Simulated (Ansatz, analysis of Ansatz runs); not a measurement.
# Y4S3N2 (C2/m), V_S hop (3.8 Å): attempt frequency at charge +2, part 2 of 2

Aim: the prefactor of a hop in Y4S3N2 (C2/m) (V_S hop (3.8 Å), charge +2) from the modes of the moving atom at the start and at the top of a path found beforehand. Model: a cell of 54 host atoms with 1 S taken out.

Ansatz 0.2.0; plane-wave PAW DFT, PBEsol; finite-difference force constants of the moving atom alone.

So far. Step 2 (Vibrations of the moving atom at the start point): The three modes are 230, 236 and 276 cm⁻¹: all real, a minimum for this atom with the others held.

## 3. Vibrations of the moving atom at the top of the path

The same at the top, where the mode along the path should be imaginary.

File qp2.top.modes/input.yaml:

```yaml
crystal:
  lattice:
    - [12.77813411, 0.0, -0.02476517]
    - [0.0, 11.37446657, 0.0]
    - [-6.06062451, 0.0, 7.65368011]
  atoms:
    - { symbol: "Y", position: [0.26468251, 0.16682037, 0.66266302] }
    - { symbol: "Y", position: [0.76076773, 0.00118855, 0.64394942] }
    - { symbol: "Y", position: [0.24160811, -0.00122877, 0.36284185] }
    - { symbol: "Y", position: [0.74039491, 0.16630648, 0.34294783] }
    - { symbol: "Y", position: [0.43354306, 0.00368149, 0.15172394] }
    - { symbol: "Y", position: [0.94170094, 0.16655696, 0.14880614] }
    - { symbol: "Y", position: [0.0642157, 0.16646901, 0.85675222] }
    - { symbol: "Y", position: [0.57098344, 0.00553611, 0.85221838] }
    - { symbol: S, position: [0.00263417, 0.00205299, 0.00285021] }
    - { symbol: S, position: [0.50261009, 0.16660483, 0.00312419] }
    - { symbol: S, position: [0.1872745, -0.0015999, 0.79995536] }
    - { symbol: S, position: [0.66609012, 0.16660855, 0.76602912] }
    - { symbol: S, position: [0.33898586, 0.16641165, 0.23963486] }
    - { symbol: S, position: [0.81919963, -0.00132982, 0.20459529] }
    - { symbol: "N", position: [0.14816448, 0.16657986, 0.37280019] }
    - { symbol: "N", position: [0.64533031, -0.00960723, 0.34888855] }
    - { symbol: "N", position: [0.36011399, -0.00799296, 0.65668832] }
    - { symbol: "N", position: [0.85706826, 0.16650088, 0.6329287] }
    - { symbol: "Y", position: [0.25497677, 0.50989475, 0.64669178] }
    - { symbol: "Y", position: [0.76102244, 0.33191877, 0.64413859] }
    - { symbol: "Y", position: [0.24168192, 0.33428985, 0.36262244] }
    - { symbol: "Y", position: [0.76286443, 0.50399975, 0.37207972] }
    - { symbol: "Y", position: [0.43381587, 0.32914114, 0.15204445] }
    - { symbol: "Y", position: [0.93275919, 0.49904236, 0.13749966] }
    - { symbol: "Y", position: [0.07003291, 0.50150487, 0.85531247] }
    - { symbol: "Y", position: [0.57095184, 0.32766976, 0.8519393] }
    - { symbol: S, position: [0.00303441, 0.33114507, 0.00309426] }
    - { symbol: S, position: [0.18722026, 0.33483668, 0.80018377] }
    - { symbol: S, position: [0.67137439, 0.49492712, 0.77036206] }
    - { symbol: S, position: [0.32292617, 0.4933479, 0.2212282] }
    - { symbol: S, position: [0.81883279, 0.33435467, 0.20424636] }
    - { symbol: "N", position: [0.1390919, 0.4993557, 0.3598964] }
    - { symbol: "N", position: [0.64559962, 0.34248306, 0.349315] }
    - { symbol: "N", position: [0.36006821, 0.34134749, 0.65653328] }
    - { symbol: "N", position: [0.86184037, 0.49399145, 0.65062584] }
    - { symbol: "Y", position: [0.25517313, 0.82323068, 0.64673454] }
    - { symbol: "Y", position: [0.77710697, 0.66685913, 0.67019752] }
    - { symbol: "Y", position: [0.2307215, 0.66626097, 0.34019933] }
    - { symbol: "Y", position: [0.76336276, 0.8288584, 0.37235861] }
    - { symbol: "Y", position: [0.46435982, 0.66683303, 0.23741426] }
    - { symbol: "Y", position: [0.93302008, 0.83399393, 0.13763995] }
    - { symbol: "Y", position: [0.07032038, 0.83185972, 0.8556447] }
    - { symbol: "Y", position: [0.5638522, 0.66642573, 0.82480212] }
    - { symbol: S, position: [0.00504066, 0.66660491, 0.00093336] }
    - { symbol: S, position: [0.44136964, 0.66688857, -0.03496222] }
    - { symbol: S, position: [0.08846952, 0.66682763, 0.67047302] }
    - { symbol: S, position: [0.67056307, 0.83814944, 0.76956991] }
    - { symbol: S, position: [0.32227019, 0.83975411, 0.22092534] }
    - { symbol: S, position: [0.80334607, 0.66666042, 0.18086499] }
    - { symbol: "N", position: [0.13932589, 0.83355677, 0.36008426] }
    - { symbol: "N", position: [0.67157128, 0.66658353, 0.38961685] }
    - { symbol: "N", position: [0.35467443, 0.66643263, 0.61977578] }
    - { symbol: "N", position: [0.8619392, 0.83945628, 0.65083762] }
  symmetry: { detect: false }
total_charge: 2
basis:
  ecutwfc: 420
  xc_grid: 2
hamiltonian:
  xc: pbesol
kpoints:
  mp_grid: { grid: [1, 1, 1], shift: [0.25, 0.25, 0.25] }
scf:
  occupations: { method: fixed }
  max_iter: 100
phonons:
  supercell: [1, 1, 1]
  displaced_sites: [44]
  amplitude: 0.02
```

Run with:

```sh
ansatz run input.yaml --threads 32 --pin off --max-ram 84787MiB --backend cuda --events-out ev --progress --plain --runs-dir out --max-vram 78GiB
```

Numbers of over 12 decimals in the logs are rounded to 6 here.

The program printed:

```text
[...]
Crystal: 53 atoms, lattice volume = 1110.713 Å³
Basis set: ecut = 420 eV, 21699 PW (Γ), exchange–correlation on 180×160×144 points (8 copies of the dense FFT grid, shifted against one another)
Bands: 265, of which v1, the nominal top of the filled ones, is band 212 counted from 1 (211 counted from 0)
Symmetry: 1 space group operations
k-points: 1
[...]
SCF iter   1: F=—  HF=-110787.194392 eV  |F-HF|=—  |Δ(HF+E_count)|=         —  Δρ=6.34e-3  dr2=8.94e-1  ethr=1.77e-3  ⟨swp⟩=5.0  Hψ=785  notcnv=0  defer=50
[...]
SCF iter   2: F=—  HF=-110786.979025 eV  |F-HF|=—  |Δ(HF+E_count)|=   2.15e-1  Δρ=2.52e-3  dr2=1.90e-1  ethr=2.11e-4  ⟨swp⟩=2.0  Hψ=390  notcnv=0  defer=51
[...]
SCF iter  14: F=-110786.930231 eV  HF=-110786.930231 eV  |F-HF|=4.37e-11  |Δ(HF+E_count)|=    0.00e0  Δρ=1.24e-7  dr2=3.36e-10  ethr=1.00e-12  ⟨swp⟩=17.0  Hψ=1477  notcnv=0
SCF 1 converged in 14 iterations: F = -110786.930231 eV  dr2 = 3.36e-10
[...]
SCF iter   2: F=—  HF=-110786.928598 eV  |F-HF|=—  |Δ(HF+E_count)|=   3.00e-4  Δρ=1.07e-4  dr2=1.95e-4  ethr=1.30e-7  ⟨swp⟩=2.0  Hψ=371  notcnv=0  defer=49
[...]
SCF iter  10: F=-110786.928848 eV  HF=-110786.928848 eV  |F-HF|=5.82e-11  |Δ(HF+E_count)|=  5.82e-11  Δρ=5.16e-8  dr2=4.06e-11  ethr=1.00e-12  ⟨swp⟩=4.0  Hψ=716  notcnv=0
SCF 2 converged in 10 iterations: F = -110786.928848 eV  dr2 = 4.06e-11
[...]
SCF 3 converged in 6 iterations: F = -110786.928197 eV  dr2 = 8.58e-11
[...]
SCF 4 converged in 10 iterations: F = -110786.930524 eV  dr2 = 4.38e-11
[...]
SCF 5 converged in 7 iterations: F = -110786.930523 eV  dr2 = 9.29e-11
[...]
SCF 6 converged in 9 iterations: F = -110786.928163 eV  dr2 = 7.75e-11
[...]
SCF 7 converged in 7 iterations: F = -110786.927719 eV  dr2 = 5.35e-11
SCF converged after 14 iterations
[...]
[... 1 atom left out ...]
  atom  36  Y      0.00335982     0.00694084    -0.01705912
  [... 2 atoms left out ...]
  atom  39  Y      0.00744331    -0.02428249    -0.01126626
  atom  40  Y     -0.02293472     0.00025641    -0.01388268
  [... 2 atoms left out ...]
  atom  43  Y     -0.01729085    -0.00001765    -0.03498572
  [... 1 atom left out ...]
  atom  45  S      0.01726940     0.00002383     0.01205251
  [... 3 atoms left out ...]
  atom  49  S      0.01640536    -0.00027655     0.00908747
  [... 1 atom left out ...]
  atom  51  N      0.03169234     0.00016633    -0.00069255
  atom  52  N     -0.00791200    -0.00034295     0.03020137
  [... 1 atom left out ...]
  max |Σ_I F_I| component: 2.64e-6 eV/Å
--- Band table (eV) ---
[...]
transpose residual: 3.3e-5 eV/Å²
[...]
frequencies among the named sites at Γ of the cell (cm⁻¹): -111.35 168.35 375.90
  unstable modes among the named sites: 1
  frequencies as built, with no sum rule (cm⁻¹): -111.35 168.35 375.90
  zero-point energy: 0.033739 eV/cell   skipped modes (ω ≤ 0): 1, of them read as no rigid motion or as one in doubt: 1 (1.000e0 modes/cell left out, lowest -111.35 cm⁻¹)
[...]
```

Wall time 2.8 s (1 × NVIDIA GB200 with 32 threads of Arm Neoverse V2, shared host); peak memory 1.9 GiB.

This step gave:

```
free energy                : -110786.9302 eV
frequencies of moving atom : -111.3, 168.3, 375.9 cm⁻¹ (negative: imaginary)
```

The three modes are 111i, 168 and 376 cm⁻¹: one imaginary, a saddle of first order for this atom with the others held.

## 4. Attempt frequency and hop rate

Analysis of the runs above: harmonic transition-state theory from the moving atom's modes alone (Vineyard), PBEsol.

It gives:

```yaml
attempt_frequency: 7.110 THz
```

Hop rate against temperature:

```csv
temperature (K),hop rate (1/s)
200,5.7e-58
300,1.3e-34
400,6.4e-23
600,3.1e-11
800,2.1e-5
1000,0.0681
```

## 5. Summary of results

| Quantity | Value |
| --- | --- |
| attempt frequency (attempt frequency and hop rate) | 7.11 THz |

The attempt frequency, the product of the three frequencies at the start over that of the two real ones at the top (Vineyard), is 7.1 THz. With the barrier of 2.78 eV it gives 3.1e-11 hops a second at 600 K along this one path; equivalent neighbouring sites multiply that. The host's atoms were held, though they move along the path too, so the prefactor is rough. Keep in mind: one k-point off the zone centre stands for the whole zone.

[Logs are printed without paths, hosts, clocks, repeated set-up lines and the standing remarks that a program may print on its own settings, such as how far it seeks lower states.]

[Hosts, paths, dates, database ids (printed as entryN), source tags and the programs' standing remarks are cut or masked in the printed files.]
